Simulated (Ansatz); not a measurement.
In doubt: masses and optical values from hybrid runs of this build are listed as unsure (in some of the runs), which bears on the screening that GW takes from such a start.

System: MoS2 (layered bulk) (P6_3/mmc).

```xyz
6
Lattice="3.1091 0.0000 0.0000 -1.5545 2.6925 0.0000 0.0000 0.0000 11.7112" Properties=species:S:1:pos:R:3 pbc="T T T"
Mo    0.0000    1.7950    2.9278
S     1.5545    0.8975    4.4911
S     1.5545    0.8975    1.3645
Mo    1.5545    0.8975    8.7834
S     0.0000    1.7950   10.3466
S     0.0000    1.7950    7.2201
```

The structure was relaxed with PBEsol-D3(BJ). The runs that relaxed it are not among those shown.

Gaps computed with Ansatz 0.2.0 without a self-energy: HSE06 1.11 eV.

Estimate the G0W0@HSE06 gap with 9×9×2 mesh, 190 empty bands, screening to 90 eV, PAW set soft_1 files.

About 1.08 eV: on its mesh the run moves the gap from 1.22 eV by −0.04 eV, and the mesh misses the edges by 0.10 eV. Bands and cutoff are finite, so the gap is not at the basis limit. The miss can reach some tenths of an eV and take either sign; the mesh is an error of its own. The many-body steps are scalar-relativistic: spin-orbit coupling is not in them.

[Paths, hosts, dates, memory and timing lines, banners, echoed tables and standing remarks are left out of the program output.]

[Logs are printed without paths, hosts, clocks, repeated set-up lines and the standing remarks that a program may print on its own settings, such as how far it seeks lower states.]

[Runs of the session that timed out or met a known fault of the program may be left out.]

[Cells called generated may have been cut or substituted from an entry of the Crystallography Open Database or the Materials Project.]

[Hosts, paths, dates, database ids (printed as entryN), source tags and the programs' standing remarks are cut or masked in the printed files.]
